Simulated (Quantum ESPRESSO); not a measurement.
## MgS (Niningerite): third-order response

Wanted: vibrational spectra of MgS (Niningerite) from linear and non-linear response.

Main program and level: Quantum ESPRESSO 8.0 development, patched; DFT LDA, scalar-relativistic, plane waves, PseudoDojo norm-conserving pseudopotentials.

## (1) The starting structure

Symmetry: Fm-3m, No. 225, cubic system. The conventional cell has a = 5.203 Å, b = 5.203 Å, c = 5.203 Å, α = 90.00°, β = 90.00°, γ = 90.00°. Nearest to Mg lie 6 S at 2.60 Å. S has 6 Mg at 2.60 Å nearest. Farther neighbours and most contacts between anions are not listed.

## (2) A probe with smearing

A cheap run with smearing and empty bands tells whether the crystal has a gap, which decides between fixed occupations and smearing later on.

Contents of probe.in:

```
&CONTROL
  calculation = 'scf'
  prefix      = 'x'
  outdir      = './tmp'
  pseudo_dir  = './pseudo'
  tprnfor     = .true.
  tstress     = .true.
  verbosity   = 'high'
/
&SYSTEM
  ibrav       = 0
  nat         = 2
  ntyp        = 2
  ecutwfc     = 84.0
  occupations = 'smearing'
  smearing    = 'gaussian'
  degauss     = 0.01
/
&ELECTRONS
  conv_thr         = 1.0d-07
  mixing_beta      = 0.7
  electron_maxstep = 100
/
ATOMIC_SPECIES
 Mg     24.3050  Mg.upf
 S      32.0600  S.upf
CELL_PARAMETERS angstrom
    -2.601650000    0.000000000    2.601650000
     0.000000000    2.601650000    2.601650000
    -2.601650000    2.601650000    0.000000000
ATOMIC_POSITIONS crystal
 Mg     0.000000000   0.000000000   0.000000000
 S      0.500000000   0.500000000   0.500000000
K_POINTS automatic
 6 6 6 0 0 0
```

Run with:

```sh
> OMP_NUM_THREADS=1 mpirun -n 4 pw.x -nk 4 -in probe.in > probe.out
```

Log:

```text
[banners, grids, parts of the stress and lines that vanish by symmetry left out]
Program PWSCF v.8.0dev
     Message from routine setup:
     using ibrav=0 with symmetry is DISCOURAGED, use correct ibrav instead
[...]
kinetic-energy cutoff     =      84.0000  Ry
     charge density cutoff     =     336.0000  Ry
     scf convergence threshold =      1.0E-07
[...]
Exchange-correlation= SLA-PW-NOGX-NOGC
                           (   1   4   0   0   0   0   0)
[...]
48 Sym. Ops., with inversion, found
[...]
(     0          1          0      )
                  (     0          0          1      )
[...]
(  0.0000000  1.0000000  0.0000000 )
                  ( -0.0000000 -0.0000000  1.0000000 )
[...]
(     1          0         -1      )
                  (     0          0         -1      )
[...]
( -0.0000000 -1.0000000 -0.0000000 )
[...]
(     0          1         -1      )
                  (     0          1          0      )
[...]
( -1.0000000  0.0000000  0.0000000 )
                  (  0.0000000  1.0000000 -0.0000000 )
[...]
number of k points=    16  Gaussian smearing, width (Ry)=  0.0100
[...]
End of self-consistent calculation
[...]
the Fermi energy is     7.9961 ev
!    total energy              =    -140.89756117 Ry
[...]
convergence has been achieved in   6 iterations
[...]
atom    1 type  1   force =    -0.00000000   -0.00000000   -0.00000000
     atom    2 type  2   force =    -0.00000000   -0.00000000    0.00000000
[...]
Total force =     0.000000     Total SCF correction =     0.000000
[...]
total   stress  (Ry/bohr**3)                   (kbar)     P=      -31.47
[...]
XML data file, charge density, pseudopotentials, collected wavefunctions

   JOB DONE.
```

Elapsed: 3.6 s, on 4 MPI ranks of Arm Neoverse V2, shared host.

This step gave:

```yaml
volume_per_atom: 17.61 Å³
pressure: -3.147 GPa
gap_on_the_k_mesh: 2.559 eV
```

A gap of 2.6 eV opens on this mesh, so the crystal is taken as an insulator; the start stands at -3.1 GPa.

## (3) Relaxation

The relaxation runs at a cutoff a fifth above that of the response, since stress converges more slowly with the basis than frequencies do. Forces and stress are brought to rest with tight thresholds.

Contents of relax.in:

```
&CONTROL
  calculation   = 'vc-relax'
  prefix        = 'x'
  outdir        = './tmp'
  pseudo_dir    = './pseudo'
  tprnfor       = .true.
  tstress       = .true.
  forc_conv_thr = 2.0d-05
  etot_conv_thr = 1.0d-07
  nstep         = 40
/
&SYSTEM
  ibrav       = 0
  nat         = 2
  ntyp        = 2
  ecutwfc     = 101
  occupations = 'fixed'
  nbnd        = 10
/
&ELECTRONS
  conv_thr         = 1.0d-11
  mixing_beta      = 0.7
  electron_maxstep = 100
/
&IONS
/
&CELL
  press_conv_thr = 0.2
/
ATOMIC_SPECIES
 Mg     24.3050  Mg.upf
 S      32.0600  S.upf
CELL_PARAMETERS angstrom
    -2.601650000    0.000000000    2.601650000
     0.000000000    2.601650000    2.601650000
    -2.601650000    2.601650000    0.000000000
ATOMIC_POSITIONS crystal
 Mg     0.000000000   0.000000000   0.000000000
 S      0.500000000   0.500000000   0.500000000
K_POINTS automatic
 8 8 8 0 0 0
```

Run with:

```sh
> OMP_NUM_THREADS=1 mpirun -n 4 pw.x -nk 4 -in relax.in > relax.out
```

Log:

```text
[banners, grids, parts of the stress and lines that vanish by symmetry left out]
[banner, memory and clock lines left out]
Program PWSCF v.8.0dev

[...]
kinetic-energy cutoff     =     101.0000  Ry
     charge density cutoff     =     404.0000  Ry
     scf convergence threshold =      1.0E-11
[...]
energy convergence thresh.=      1.0E-07
     force convergence thresh. =      2.0E-05
     press convergence thresh. =      2.0E-01
     Exchange-correlation= SLA-PW-NOGX-NOGC
                           (   1   4   0   0   0   0   0)
[...]
48 Sym. Ops., with inversion, found
[...]
number of k points=    29
[...]
End of self-consistent calculation
[...]
highest occupied, lowest unoccupied level (ev):     6.1685    8.7304
!    total energy              =    -140.89781841 Ry
[...]
convergence has been achieved in  10 iterations
[...]
atom    1 type  1   force =     0.00000000    0.00000000    0.00000000
     atom    2 type  2   force =     0.00000000    0.00000000    0.00000000
     Total force =     0.000000     Total SCF correction =     0.000000
[...]
total   stress  (Ry/bohr**3)                   (kbar)     P=      -31.68
[...]
number of bfgs steps    =   0
[...]
CELL_PARAMETERS (angstrom)
[...]
ATOMIC_POSITIONS (crystal)
Mg               0.0000000000        0.0000000000        0.0000000000
S                0.5000000000        0.5000000000        0.5000000000
[...]
New effective cutoffs (rho, wfc):  407.39  102.08
[...]
End of self-consistent calculation
[...]
highest occupied, lowest unoccupied level (ev):     6.3569    8.9525
!    total energy              =    -140.89849101 Ry
[...]
convergence has been achieved in   6 iterations
[...]
atom    1 type  1   force =     0.00000000    0.00000000   -0.00000000
     atom    2 type  2   force =    -0.00000000   -0.00000000    0.00000000
     Total force =     0.000000     Total SCF correction =     0.000000
[...]
total   stress  (Ry/bohr**3)                   (kbar)     P=      -19.97
[...]
number of bfgs steps    =   1
[...]
CELL_PARAMETERS (angstrom)
[...]
ATOMIC_POSITIONS (crystal)
Mg              -0.0000000000       -0.0000000000        0.0000000000
S                0.5000000000        0.5000000000        0.5000000000
[...]
New effective cutoffs (rho, wfc):  414.09  103.76
[...]
End of self-consistent calculation
[...]
highest occupied, lowest unoccupied level (ev):     6.6477    9.2937
!    total energy              =    -140.89889591 Ry
[...]
convergence has been achieved in   8 iterations
[...]
atom    1 type  1   force =     0.00000000    0.00000000    0.00000000
     atom    2 type  2   force =    -0.00000000   -0.00000000   -0.00000000
     Total force =     0.000000     Total SCF correction =     0.000000
[...]
total   stress  (Ry/bohr**3)                   (kbar)     P=       -0.71
[...]
number of bfgs steps    =   2
[...]
CELL_PARAMETERS (angstrom)
[...]
ATOMIC_POSITIONS (crystal)
[...]
New effective cutoffs (rho, wfc):  414.33  103.82
[...]
End of self-consistent calculation
[...]
highest occupied, lowest unoccupied level (ev):     6.6584    9.3062
!    total energy              =    -140.89889638 Ry
[...]
convergence has been achieved in   6 iterations
[...]
atom    1 type  1   force =     0.00000000   -0.00000000   -0.00000000
     atom    2 type  2   force =    -0.00000000   -0.00000000   -0.00000000
     Total force =     0.000000     Total SCF correction =     0.000000
[...]
total   stress  (Ry/bohr**3)                   (kbar)     P=        0.03
[...]
number of bfgs steps    =   3
[...]
small trust_radius: resetting bfgs history
[...]
CELL_PARAMETERS (angstrom)
[...]
ATOMIC_POSITIONS (crystal)
[...]
New effective cutoffs (rho, wfc):  414.33  103.82
[...]
End of self-consistent calculation
[...]
highest occupied, lowest unoccupied level (ev):     6.6582    9.3060
!    total energy              =    -140.89889638 Ry
[...]
convergence has been achieved in   3 iterations
[...]
atom    1 type  1   force =    -0.00000000   -0.00000000    0.00000000
     atom    2 type  2   force =     0.00000000    0.00000000   -0.00000000
     Total force =     0.000000     Total SCF correction =     0.000000
[...]
total   stress  (Ry/bohr**3)                   (kbar)     P=        0.02
[...]
bfgs converged in   5 scf cycles and   4 bfgs steps
[...]
End of BFGS Geometry Optimization
     Final enthalpy           =    -140.8988963785 Ry
     File ./tmp/x.bfgs deleted, as requested
[...]
CELL_PARAMETERS (angstrom)
[...]
ATOMIC_POSITIONS (crystal)
Mg              -0.0000000000       -0.0000000000       -0.0000000000
S                0.5000000000        0.5000000000        0.5000000000
[...]
Final scf calculation at the relaxed structure.
[...]
kinetic-energy cutoff     =     101.0000  Ry
     charge density cutoff     =     404.0000  Ry
     scf convergence threshold =      1.0E-13
[...]
press convergence thresh. =      2.0E-01
     Exchange-correlation= SLA-PW-NOGX-NOGC
                           (   1   4   0   0   0   0   0)
[...]
48 Sym. Ops., with inversion, found
[...]
number of k points=    29
[...]
End of self-consistent calculation
[...]
highest occupied, lowest unoccupied level (ev):     6.6582    9.3060
!    total energy              =    -140.89889428 Ry
[...]
convergence has been achieved in  13 iterations
[...]
atom    1 type  1   force =    -0.00000000    0.00000000    0.00000000
     atom    2 type  2   force =     0.00000000    0.00000000    0.00000000
     Total force =     0.000000     Total SCF correction =     0.000000
[...]
total   stress  (Ry/bohr**3)                   (kbar)     P=       -0.00
[...]
XML data file, charge density, pseudopotentials, collected wavefunctions
```

It took 28 s on 4 MPI ranks.

Relaxation path:

```
step  energy less that of the first step (eV)  largest force (eV/Å)  pressure (GPa)  volume (Å³)
   1                                   0.0000                0.0000           -3.17        35.22
   2                                  -0.0092                0.0000           -2.00        34.65
   3                                  -0.0147                0.0000           -0.07        33.82
   4                                  -0.0147                0.0000            0.00        33.79
   5                                  -0.0147                0.0000            0.00        33.79
   6                                  -0.0146                0.0000            0.00        33.79
```

```
conventional cell, symmetrised  before  after  change
                         a (Å)   5.203  5.132  -1.4 %
                         b (Å)   5.203  5.132  -1.4 %
                         c (Å)   5.203  5.132  -1.4 %
              volume (Å³/atom)   17.61  16.89  -4.1 %
```

The relaxed structure:

```xyz
2
Lattice="-2.5659 0.0000 2.5659 0.0000 2.5659 2.5659 -2.5659 2.5659 0.0000" Properties=species:S:1:pos:R:3 pbc="T T T"
Mg    0.0000    0.0000    0.0000
S    -2.5659    2.5659    2.5659
```

The last row of the table of steps is pw.x's closing run on a basis chosen anew for the final cell, so its energy can jump.

This step gave:

- volume per atom: 16.89 Å³
- pressure: 0 GPa
- gap on the k-mesh: 2.648 eV

The volume changes by -4.1 % from the cell with which this run began.

## (4) Ground state

Perturbation theory inherits every error of the wavefunctions, so the threshold is set near the limit of the arithmetic. With a gap, occupations are fixed, which also allows the response to an electric field.

Contents of scf.in:

```
&CONTROL
  calculation = 'scf'
  prefix      = 'x'
  outdir      = './tmp'
  pseudo_dir  = './pseudo'
  tprnfor     = .true.
  tstress     = .true.
/
&SYSTEM
  ibrav       = 0
  nat         = 2
  ntyp        = 2
  ecutwfc     = 84.0
  occupations = 'fixed'
  nbnd        = 10
/
&ELECTRONS
  conv_thr         = 1.0d-12
  mixing_beta      = 0.7
  electron_maxstep = 100
/
ATOMIC_SPECIES
 Mg     24.3050  Mg.upf
 S      32.0600  S.upf
CELL_PARAMETERS angstrom
    -2.565882490    0.000000000    2.565882490
     0.000000000    2.565882490    2.565882490
    -2.565882490    2.565882490    0.000000000
ATOMIC_POSITIONS crystal
 Mg     0.000000000   0.000000000   0.000000000
 S      0.500000000   0.500000000   0.500000000
K_POINTS automatic
 8 8 8 0 0 0
```

Run with:

```sh
> OMP_NUM_THREADS=1 mpirun -n 4 pw.x -nk 4 -in scf.in > scf.out
```

Log:

```text
[banners, grids, parts of the stress and lines that vanish by symmetry left out]
[banner, memory and clock lines left out]
Program PWSCF v.8.0dev

[...]
kinetic-energy cutoff     =      84.0000  Ry
     charge density cutoff     =     336.0000  Ry
     scf convergence threshold =      1.0E-12
[...]
Exchange-correlation= SLA-PW-NOGX-NOGC
                           (   1   4   0   0   0   0   0)
[...]
48 Sym. Ops., with inversion, found
[...]
number of k points=    29
[...]
End of self-consistent calculation
[...]
highest occupied, lowest unoccupied level (ev):     6.6583    9.3061
!    total energy              =    -140.89886086 Ry
[...]
convergence has been achieved in  11 iterations
[...]
atom    1 type  1   force =     0.00000000    0.00000000    0.00000000
     atom    2 type  2   force =    -0.00000000    0.00000000   -0.00000000
     Total force =     0.000000     Total SCF correction =     0.000000
[...]
total   stress  (Ry/bohr**3)                   (kbar)     P=       -0.14
[...]
XML data file, charge density, pseudopotentials, collected wavefunctions
```

It took 6.7 s on 4 MPI ranks.

This step gave:

```yaml
pressure: -0.01400 GPa
```

The cell stands at -0.014 GPa, close enough for phonons.

(Part 1 of 3 ends here.)

[Host names and launcher messages were left out of these logs when they were recorded.]

[Logs are printed without paths, hosts, clocks, repeated set-up lines and the standing remarks that a program may print on its own settings, such as how far it seeks lower states.]

[Hosts, paths, dates, database ids (printed as entryN), source tags and the programs' standing remarks are cut or masked in the printed files.]
